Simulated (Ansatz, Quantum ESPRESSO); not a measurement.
# KMgF3 (Pm-3m): zone-centre phonons, part 3 of 3

Aim: the zone-centre modes of KMgF3 (Pm-3m).

Quantum ESPRESSO 7.5; DFT LDA, scalar-relativistic, plane waves, JTH PAW pseudopotentials.

So far, mean static dielectric tensor (ions relaxed, fixed cell): step 6 (zone-centre analysis) 6.38. The relaxed cell has a = 3.906 Å (conventional setting).

**7. Sum rules set otherwise (asr crystal)**

The rule can be imposed in more than one way; the choices should agree where the raw error is small.

Contents of dynmat.in:

```
 &input
    fildyn='g.dyn',
    asr='crystal',
    lperm=.true.,
 /
```

Command:

```
> dynmat.x -in dynmat.in > dynmat.out
```

Numbers of over 12 decimals in the logs are rounded to 6 here.

Output:

```text
[banner, memory and clock lines left out]
Program DYNMAT v.7.5

     Reading Dynamical Matrix from file g.dyn
     ...Force constants read
     ...epsilon and Z* read
     Acoustic Sum Rule: || Z*(ASR) - Z*(orig)|| =    6.405720E-03
     Acoustic Sum Rule: ||dyn(ASR) - dyn(orig)||=    3.042428E-04
     A direction for q was not specified:TO-LO splitting will be absent

     Polarizability (A^3 units)
     multiply by 0.723257 for Clausius-Mossotti correction
         5.445525    0.000000    0.000000
         0.000000    5.445525    0.000000
         0.000000    0.000000    5.445525

     IR activities are in (D/A)^2/amu units

# mode   [cm-1]    [THz]      IR
    1     -0.00   -0.0000    0.0000
    2     -0.00   -0.0000    0.0000
    3     -0.00   -0.0000    0.0000
    4    159.85    4.7923    1.7636
    5    159.85    4.7923    1.7636
    6    159.85    4.7923    1.7636
    7    186.29    5.5849    0.0000
    8    186.29    5.5849    0.0000
    9    186.29    5.5849    0.0000
   10    284.78    8.5375    2.8219
   11    284.78    8.5375    2.8219
   12    284.78    8.5375    2.8219
   13    528.19   15.8346    4.0513
   14    528.19   15.8346    4.0513
   15    528.19   15.8346    4.0513

Electronic dielectric permittivity tensor (relative, adimensional)
         2.147905    0.000000    0.000000
         0.000000    2.147905    0.000000
         0.000000    0.000000    2.147905

 ... with zone-center polar mode contributions
         6.381621   -0.000000    0.000000
        -0.000000    6.381621    0.000000
         0.000000    0.000000    6.381621

[end of the log left out, with the tail of the file of modes that dynmat.x writes under the same name]
```

Run time: 0.48 s. Hardware: 1 thread of Arm Neoverse N1, shared host.

This step gave:

* mean static dielectric constant: 6.382

Zone-centre frequencies as printed; negative means imaginary. Modes:

| mode | frequency (cm⁻¹) |
| --- | --- |
| 1 | 0 |
| 2 | 0 |
| 3 | 0 |
| 4 | 159.8 |
| 5 | 159.8 |
| 6 | 159.8 |
| 7 | 186.3 |
| 8 | 186.3 |
| 9 | 186.3 |
| 10 | 284.8 |
| 11 | 284.8 |
| 12 | 284.8 |
| 13 | 528.2 |
| 14 | 528.2 |
| 15 | 528.2 |

Against the first rule no mode moves by more than 0.1 cm⁻¹.

**8. Sum rules set otherwise: a sum rule for molecules or wires on a crystal**

This rule also removes rotations, which suits molecules and not a crystal; it is tried to see the harm.

Contents of dynmat.in:

```
 &input
    fildyn='g.dyn',
    asr='zero-dim',
    lperm=.true.,
 /
```

Command:

```
> dynmat.x -in dynmat.in > dynmat.out
```

Output:

```text
[banner, memory and clock lines left out]
Program DYNMAT v.7.5

     Reading Dynamical Matrix from file g.dyn
     ...Force constants read
     ...epsilon and Z* read
     Acoustic Sum Rule: || Z*(ASR) - Z*(orig)|| =    3.427421E-01
     Acoustic Sum Rule: ||dyn(ASR) - dyn(orig)||=    1.562415E-01
     A direction for q was not specified:TO-LO splitting will be absent

     Polarizability (A^3 units)
     multiply by 0.723257 for Clausius-Mossotti correction
         5.445525    0.000000    0.000000
         0.000000    5.445525    0.000000
         0.000000    0.000000    5.445525

     IR activities are in (D/A)^2/amu units

# mode   [cm-1]    [THz]      IR
    1     -0.00   -0.0000    0.0000
    2     -0.00   -0.0000    0.0000
    3     -0.00   -0.0000    0.0000
    4     -0.00   -0.0000    0.0000
    5      0.00    0.0000    0.0000
    6      0.00    0.0000    0.0000
    7    159.85    4.7923    1.7636
    8    179.50    5.3812    1.0980
    9    179.50    5.3812    1.0980
   10    247.65    7.4244    3.4396
   11    247.65    7.4244    3.4396
   12    284.78    8.5375    2.8219
   13    525.42   15.7518    4.1336
   14    525.42   15.7518    4.1336
   15    528.19   15.8346    4.0513

Electronic dielectric permittivity tensor (relative, adimensional)
         2.147905    0.000000    0.000000
         0.000000    2.147905    0.000000
         0.000000    0.000000    2.147905

 ... with zone-center polar mode contributions
         6.066757    0.157432    0.157432
         0.157432    6.066757    0.157432
         0.157432    0.157432    6.066757

[end of the log left out, with the tail of the file of modes that dynmat.x writes under the same name]
```

It took 0.48 s on 1 thread.

The program raised no error, yet the settings are not those of a careful run.

The fault: a sum rule for molecules or wires on a crystal; 3 optical modes are projected out to zero frequency, as if they were rotations, and the static dielectric tensor is spoilt.

For a crystal the rule has to be 'simple' or 'crystal'.

Zone-centre frequencies as printed; negative means imaginary. Modes:

| mode | frequency (cm⁻¹) |
| --- | --- |
| 1 | 0 |
| 2 | 0 |
| 3 | 0 |
| 4 | 0 |
| 5 | 0 |
| 6 | 0 |
| 7 | 159.8 |
| 8 | 179.5 |
| 9 | 179.5 |
| 10 | 247.7 |
| 11 | 247.7 |
| 12 | 284.8 |
| 13 | 525.4 |
| 14 | 525.4 |
| 15 | 528.2 |

**9. The LO-TO splitting (1 0 0)**

A longitudinal polar mode sets up a macroscopic field that stiffens it; the term hangs on the direction from which q goes to zero.

Contents of dynmat.in:

```
 &input
    fildyn='g.dyn',
    asr='simple',
    q(1)=1.0,
    q(2)=0.0,
    q(3)=0.0,
 /
```

Command:

```
> dynmat.x -in dynmat.in > dynmat.out
```

Output:

```text
[banner, memory and clock lines left out]
Program DYNMAT v.7.5

     Reading Dynamical Matrix from file g.dyn
     ...Force constants read
     ...epsilon and Z* read

     Polarizability (A^3 units)
     multiply by 0.723257 for Clausius-Mossotti correction
         5.445525    0.000000    0.000000
         0.000000    5.445525    0.000000
         0.000000    0.000000    5.445525

     IR activities are in (D/A)^2/amu units

# mode   [cm-1]    [THz]      IR
    1     -0.00   -0.0000    0.0000
    2     -0.00   -0.0000    0.0000
    3      0.00    0.0000    0.0000
    4    159.85    4.7920    1.7645
    5    159.85    4.7920    1.7645
    6    186.26    5.5838    0.0000
    7    186.26    5.5838    0.0000
    8    186.26    5.5838    0.0000
    9    194.84    5.8412    0.2765
   10    284.84    8.5392    2.8186
   11    284.84    8.5392    2.8186
   12    350.28   10.5011    1.8162
   13    528.17   15.8341    4.0537
   14    528.17   15.8341    4.0537
   15    607.33   18.2072    6.5440

[end of the log left out, with the tail of the file of modes that dynmat.x writes under the same name]
```

It took 0.48 s on 1 thread.

Numbers from this step:

```yaml
highest_mode_moved_by_the_lo_to_term: 607.3 cm⁻¹
```

Zone-centre frequencies as printed; negative means imaginary. Modes:

| mode | frequency (cm⁻¹) |
| --- | --- |
| 1 | 0 |
| 2 | 0 |
| 3 | 0 |
| 4 | 159.8 |
| 5 | 159.8 |
| 6 | 186.3 |
| 7 | 186.3 |
| 8 | 186.3 |
| 9 | 194.8 |
| 10 | 284.8 |
| 11 | 284.8 |
| 12 | 350.3 |
| 13 | 528.2 |
| 14 | 528.2 |
| 15 | 607.3 |

The field moves 3 modes; the highest of them now lies at 607 cm⁻¹, where the highest that moved away lay at 528.

**10. A second program**

The same cell goes through another code, with its own cutoff. The potentials differ. Its k mesh is centred on Γ.

This step: DFT LDA, scalar-relativistic, plane waves, PAW (Ansatz 0.2.0).

Contents of input.yaml:

```yaml
crystal:
  lattice:
    - [3.90644022, 0.0, 0.0]
    - [0.0, 3.90644022, 0.0]
    - [0.0, 0.0, 3.90644022]
  atoms:
    - { symbol: K, position: [0.5, 0.5, 0.5] }
    - { symbol: Mg, position: [0.0, 0.0, 0.0] }
    - { symbol: F, position: [0.5, 0.0, 0.0] }
    - { symbol: F, position: [0.0, 0.5, 0.0] }
    - { symbol: F, position: [0.0, 0.0, 0.5] }
kpoints:
  mp_grid: { grid: [6, 6, 6] }
hamiltonian:
  xc: lda
scf:
  occupations: { method: fixed }
output:
  eigenvalues: true
phonons:
  method: dfpt
  dielectric: true
  rigid_motions: translations
```

Command:

```
> ansatz run input.yaml --threads 4 --pin off --max-ram 8192MiB --backend cpu --events-out ev --progress --plain --runs-dir out
```

Output:

```text
Engine: ansatz 0.2.0, aarch64-unknown-linux-gnu
Pseudopotentials: kind: paw
Pseudopotential: K, paw, valence charge 9, recommended cutoff 420 eV (normal), K.paw.azcp
Pseudopotential: Mg, paw, valence charge 10, recommended cutoff 420 eV (normal), Mg.paw.azcp
Pseudopotential: F, paw, valence charge 7, recommended cutoff 420 eV (normal), F.paw.azcp
Functional definition: SPW92
  exchange = slater_x
  correlation = pw_c
Crystal: 5 atoms, lattice volume = 59.613 Å³
Basis set: ecut = 420 eV, 1189 PW (Γ), exchange–correlation on 54×54×54 points (8 copies of the dense FFT grid, shifted against one another)
Bands: 25, of which v1, the nominal top of the filled ones, is band 20 counted from 1 (19 counted from 0)
Symmetry: 48 space group operations
k-points: 80 of 216 (irreducible under 2 space group operations, time reversal used)
Non-local potential: K, projectors of the file, l = 0: 3, l = 1: 2, l = 2: 2
Non-local potential: Mg, projectors of the file, l = 0: 3, l = 1: 2, l = 2: 1
Non-local potential: F, projectors of the file, l = 0: 2, l = 1: 2, l = 2: 1
PAW form: soft (Blöchl's): semilocal exchange-correlation on the pseudo side does not see the compensation charge
PAW frozen core: K, regenerated for the run's functional, and the local potential with it (the file was generated under x = pbe(κ = 0.804, μ = 0.219515), c = pbe(β = 0.066725))
PAW frozen core: Mg, regenerated for the run's functional, and the local potential with it (the file was generated under x = pbe(κ = 0.804, μ = 0.219515), c = pbe(β = 0.066725))
PAW frozen core: F, regenerated for the run's functional, and the local potential with it (the file was generated under x = pbe(κ = 0.804, μ = 0.219515), c = pbe(β = 0.066725))
PAW one-centre angular grid: K, 110 points (default); XC on 64 Gauss nodes
PAW one-centre angular grid: Mg, 110 points (default); XC on 64 Gauss nodes
PAW one-centre angular grid: F, 110 points (default); XC on 64 Gauss nodes
Initial density: superposition of atomic densities (neutral atoms: chi_scale 0, normalization atom), corrected by the library's trained network
Initial wavefunctions: pseudopotential atomic-orbital guess
Functional: x = slater, c = lda
SCF iter   1: F=—  HF=-5787.699695 eV  |F-HF|=—  |Δ(HF+E_count)|=         —  Δρ=2.05e-2  dr2=1.71e-1  ethr=1.77e-3  ⟨swp⟩=4.2  Hψ=8441  notcnv=0  defer=129
preconditioner: auto → Resta (q_TF=auto, 2.553 Å⁻¹)  ε∞=3.0  [insulator: Δε(μ)=7.194 eV  Ē_g=19.052 eV  n_scr=18 (ndim 8)  ℏωp=27.2 eV  f_vac=0.027  ε∞_Penn≈3.0]
SCF iter   2: F=—  HF=-5787.644629 eV  |F-HF|=—  |Δ(HF+E_count)|=   5.51e-2  Δρ=5.38e-3  dr2=5.64e-3  ethr=4.27e-4  ⟨swp⟩=2.0  Hψ=3666  notcnv=0  defer=220
SCF iter   3: F=—  HF=-5787.642397 eV  |F-HF|=—  |Δ(HF+E_count)|=   2.23e-3  Δρ=2.32e-3  dr2=1.69e-3  ethr=1.41e-5  ⟨swp⟩=2.1  Hψ=3405  notcnv=0  defer=228
SCF iter   4: F=—  HF=-5787.641883 eV  |F-HF|=—  |Δ(HF+E_count)|=   5.14e-4  Δρ=3.36e-4  dr2=3.41e-5  ethr=4.23e-6  ⟨swp⟩=2.0  Hψ=2987  notcnv=0  defer=224
SCF iter   5: F=—  HF=-5787.641885 eV  |F-HF|=—  |Δ(HF+E_count)|=   2.39e-6  Δρ=5.13e-5  dr2=6.16e-7  ethr=8.52e-8  ⟨swp⟩=2.3  Hψ=2449  notcnv=0  defer=83
SCF iter   6: F=—  HF=-5787.641889 eV  |F-HF|=—  |Δ(HF+E_count)|=   3.68e-6  Δρ=8.20e-6  dr2=2.02e-8  ethr=1.54e-9  ⟨swp⟩=2.1  Hψ=3181  notcnv=0  defer=80
SCF iter   7: F=—  HF=-5787.641889 eV  |F-HF|=—  |Δ(HF+E_count)|=   1.78e-9  Δρ=1.31e-6  dr2=9.64e-10  ethr=5.04e-11  ⟨swp⟩=2.2  Hψ=3185  notcnv=0  defer=80
SCF iter   8: F=-5787.641889 eV  HF=-5787.641889 eV  |F-HF|=6.37e-12  |Δ(HF+E_count)|=  6.22e-10  Δρ=1.80e-7  dr2=2.11e-11  ethr=1.00e-12  ⟨swp⟩=11.1  Hψ=13035  notcnv=0
SCF 1 converged in 8 iterations: F = -5787.641889 eV  dr2 = 2.11e-11
  greatest PAW one-centre occupation: 1.000 electrons in one spin orbital (limit 2), on the Mg atom at site 1 (counted from 0), in its partial waves of l = 1
DFPT response loops at Γ: preconditioner auto → none (the input reference at scf.mixing.eps_inf says where Resta's filter doesn't serve); β = 0.50; Broyden in place of MSR1
SCF converged after 8 iterations
Free energy (F): -5787.641889 eV
Harris-Foulkes:  -5787.641889 eV  (|F-HF|=6.37e-12)
Internal energy: -5787.641889 eV  (E = F + TS)
E sigma→0 (E₀):  -5787.641889 eV
Fermi energy:    3.019737 eV
--- Per-component energies (eV) ---
  E_band       = -485.537545
  E_kinetic    = 952.787110
  E_local      = -3645.067283  (includes V_loc(G=0)·N_el)
  E_nonlocal   = 338.618170
  E_hartree    = 1318.216979
  E_xc         = -399.281684
  E_vxc        = -508.514288  (∫ρ·V_xc dr)
  E_paw        = -1576.671255  (= ΣΔE_a)
  E_vpaw       = -259.801346  (= ΣTr[D̂ρ^β])
  E_aug_tail   = 0.005943  (compensation charges beyond the density's cutoff)
  E_ewald      = -2776.997604
  E_core_change = 0.747734  (= ΣΔE_core)
  E_smearing   = -0.000000  (= −TS)
  E_closure    = 0.000000  (closes the sum)
  Σ components = -5787.641889   (vs F -5787.641889, Δ=0.00e0)
--- Band table (eV; the first three rows and the last of 80) ---
  k-point 0: bands = [... 16 lower, 2.3148, 2.6974, 2.6974, 2.6974, 10.4748, 12.9000, 12.9000, 15.1899, ... 1 higher]
  k-point 1: bands = [... 16 lower, 2.2506, 2.4043, 2.6339, 2.6339, 10.9817, 13.1721, 13.2323, 15.3317, ... 1 higher]
  k-point 2: bands = [... 16 lower, 2.1256, 2.1256, 2.5058, 2.5058, 12.1888, 13.7462, 13.8686, 15.6661, ... 1 higher]
  k-point 79: bands = [... 16 lower, 1.8319, 3.0197, 3.0197, 3.0197, 13.4634, 13.4634, 13.4634, 17.1350, ... 1 higher]
--- Phonons (Γ-DFPT): 4 representative perturbations + reference, on 80 of 216 k-points (Σ response iterations 12) ---
  k mesh reduced under 2 symmetry operations, with k and −k counted as one. Each operation leaves every solved perturbation unchanged. A smaller set is not considered because the run solves the response to a homogeneous field
  ASR residual: 1.191e-4 → 0.000e0 eV/Å²; symmetrization residual: 2.892e-6 eV/Å²
  ASR residual per site (eV/Å²): 8.71e-5 2.17e-5 1.19e-4 1.19e-4 1.19e-4
  Γ frequencies (cm⁻¹): 0.00 0.00 0.00 156.45 156.45 156.45 186.64 186.64 186.64 286.01 286.01 286.01 514.80 514.80 514.80
  ε∞ (high-frequency dielectric tensor):
        2.161777    -0.000000     0.000000
       -0.000000     2.161777     0.000000
       -0.000000     0.000000     2.161777
  ε⁰ (static dielectric tensor: ions relaxed, cell fixed):
        6.596642     0.000000    -0.000000
        0.000000     6.596642    -0.000000
       -0.000000    -0.000000     6.596642
  ε⁰ − ε∞ (ionic part):
        4.434865     0.000000    -0.000000
        0.000000     4.434865    -0.000000
       -0.000000    -0.000000     4.434865
  softest optical mode at Γ: 156.45 cm⁻¹; the repairs (sum rule, projections) moved no ω² at Γ by more than (1.53 cm⁻¹)²
  Born effective charges Z* (e; rows j = field, columns β = displacement):
    site 0:
         1.19456    0.00000   -0.00000
        -0.00000    1.19456    0.00000
         0.00000    0.00000    1.19456
    site 1:
         1.98473    0.00000   -0.00000
         0.00000    1.98473    0.00000
         0.00000    0.00000    1.98473
    site 2:
        -1.24777   -0.00000   -0.00000
         0.00000   -0.96576    0.00000
         0.00000    0.00000   -0.96576
    site 3:
        -0.96576   -0.00000    0.00000
         0.00000   -1.24777    0.00000
         0.00000    0.00000   -0.96576
    site 4:
        -0.96576   -0.00000   -0.00000
         0.00000   -0.96576    0.00000
         0.00000    0.00000   -1.24777
  Z* charge neutrality: 3.003e-5 e pre-enforcement
  k-mesh period / interband length: 23.4 Å / 0.86 Å = 27.31 at k = (0.0000, 0.0000, 0.0000), direct gap 7.777 eV — 14 or more, which is no proof of convergence
  optical modes at Γ without the LO–TO term, one row a degenerate level:
      ω (cm⁻¹)  modes    IR ((D/Å)²/amu)
        156.45      3             5.3931
        186.64      3             0.0000
        286.01      3             8.6360
        514.80      3            12.1819
  optical modes at Γ + LO–TO along q̂ = [1.0000, 0.0000, 0.0000]:
      ω (cm⁻¹)  modes    IR ((D/Å)²/amu)
        156.45      2             3.5954
        186.64      3             0.0000
        192.57      1             0.2845
        286.01      2             5.7574
        350.11      1             1.7233
        514.80      2             8.1212
        596.86      1             6.7292
  optical modes at Γ + LO–TO along q̂ = [0.0000, 1.0000, 0.0000]:
      ω (cm⁻¹)  modes    IR ((D/Å)²/amu)
        156.45      2             3.5954
        186.64      3             0.0000
        192.57      1             0.2845
        286.01      2             5.7574
        350.11      1             1.7233
        514.80      2             8.1212
        596.86      1             6.7292
  optical modes at Γ + LO–TO along q̂ = [0.0000, 0.0000, 1.0000]:
      ω (cm⁻¹)  modes    IR ((D/Å)²/amu)
        156.45      2             3.5954
        186.64      3             0.0000
        192.57      1             0.2845
        286.01      2             5.7574
        350.11      1             1.7233
        514.80      2             8.1212
        596.86      1             6.7292
```

Run time: 37 s. Hardware: 4 threads; peak memory 0.69 GiB; 2.3 min of CPU time.

Read from the output:

```yaml
gap_on_the_k_mesh: 7.455 eV
sum_rule_residual_before_enforcement: 1.19e-4 eV/Å²
miss_of_the_charge_sum_rule: 3.00e-5 e
highest_optical_zone_centre_mode_no_lo_to_term: 514.8 cm⁻¹
lowest_optical_zone_centre_mode: 156.4 cm⁻¹
mean_high_frequency_dielectric_constant: 2.162
largest_born_charge_in_size_third_of_the_trace: 1.985 e
mean_static_dielectric_constant: 6.597
highest_mode_moved_by_the_lo_to_term: 596.9 cm⁻¹
```

Transverse modes. Infrared lines, with heights relative to the strongest:

| position (cm⁻¹) | label | IR intensity ((D/Å)²/amu), degenerate modes summed, relative |
| --- | --- | --- |
| 156 | T1u | 44 |
| 187 | T2u | 0.0 |
| 286 | T1u | 71 |
| 515 | T1u | 100 |

**11. Side by side: QE JTH and Ansatz, PAW**

Worked out from the results:

```
root-mean-square difference : 6.93 cm⁻¹
largest difference          : 13.37 cm⁻¹
```

The 12 of 12 modes that differ most. Frequencies side by side:

| q (reciprocal lattice) | mode | QE JTH (cm⁻¹) | Ansatz, PAW (cm⁻¹) |
| --- | --- | --- | --- |
| 0 0 0 | 4 | 159.8 | 156.4 |
| 0 0 0 | 5 | 159.8 | 156.4 |
| 0 0 0 | 6 | 159.8 | 156.4 |
| 0 0 0 | 7 | 186.3 | 186.6 |
| 0 0 0 | 8 | 186.3 | 186.6 |
| 0 0 0 | 9 | 186.3 | 186.6 |
| 0 0 0 | 10 | 284.8 | 286 |
| 0 0 0 | 11 | 284.8 | 286 |
| 0 0 0 | 12 | 284.8 | 286 |
| 0 0 0 | 13 | 528.2 | 514.8 |
| 0 0 0 | 14 | 528.2 | 514.8 |
| 0 0 0 | 15 | 528.2 | 514.8 |

The two runs side by side. Further quantities:

| quantity | QE JTH | Ansatz, PAW |
| --- | --- | --- |
| mean ε∞ | 2.148 | 2.162 |
| largest Born charge in size (e; the first before, the second after the charge sum rule) | 1.97 | 1.985 |

At the zone centre the largest difference (acoustic modes at Γ apart) is 3 % of the highest mode.

**12. Outcome**

```json
{
  "space group after relaxation": "Pm-3m",
  "volume per atom": "11.9 Å³",
  "gap on the k-mesh": "7.44 eV",
  "highest optical zone-centre mode (no LO-TO term)": "528.2 cm⁻¹",
  "lowest optical zone-centre mode": "159.8 cm⁻¹",
  "highest mode moved by the LO-TO term": "607.3 cm⁻¹",
  "mean high-frequency dielectric constant": "2.15",
  "largest Born charge in size (third of the trace)": "1.97 e",
  "mean static dielectric constant": "6.38",
  "imaginary optical modes at the zone centre (no q mesh in this session)": "none",
  "largest difference from Ansatz, PAW": "13.4 cm⁻¹"
}
```

What this shows: At the LDA level the optical modes of KMgF3 (Pm-3m) at the zone centre (no LO-TO term) run from 160 to 528 cm⁻¹. Along the directions run, the highest mode that the macroscopic field moves lies at 607 cm⁻¹. Lattice motion raises the mean dielectric constant from 2.148 to 6.381. Of the 12 optical modes, 9 are infrared active alone and 3 are silent. QE JTH and Ansatz, PAW differ by 6.9 cm⁻¹ in the root mean square and by 13.4 cm⁻¹ at most, 2.5 % of the highest mode compared (acoustic modes at Γ left out); the two use different potentials, and the cell was not relaxed for the second set. These are harmonic frequencies at zero temperature: anharmonic shifts and linewidths and thermal expansion are left out.

[Host names and launcher messages were left out of these logs when they were recorded.]

[Logs are printed without paths, hosts, clocks, repeated set-up lines and the standing remarks that a program may print on its own settings, such as how far it seeks lower states.]

[Hosts, paths, dates, database ids (printed as entryN), source tags and the programs' standing remarks are cut or masked in the printed files.]
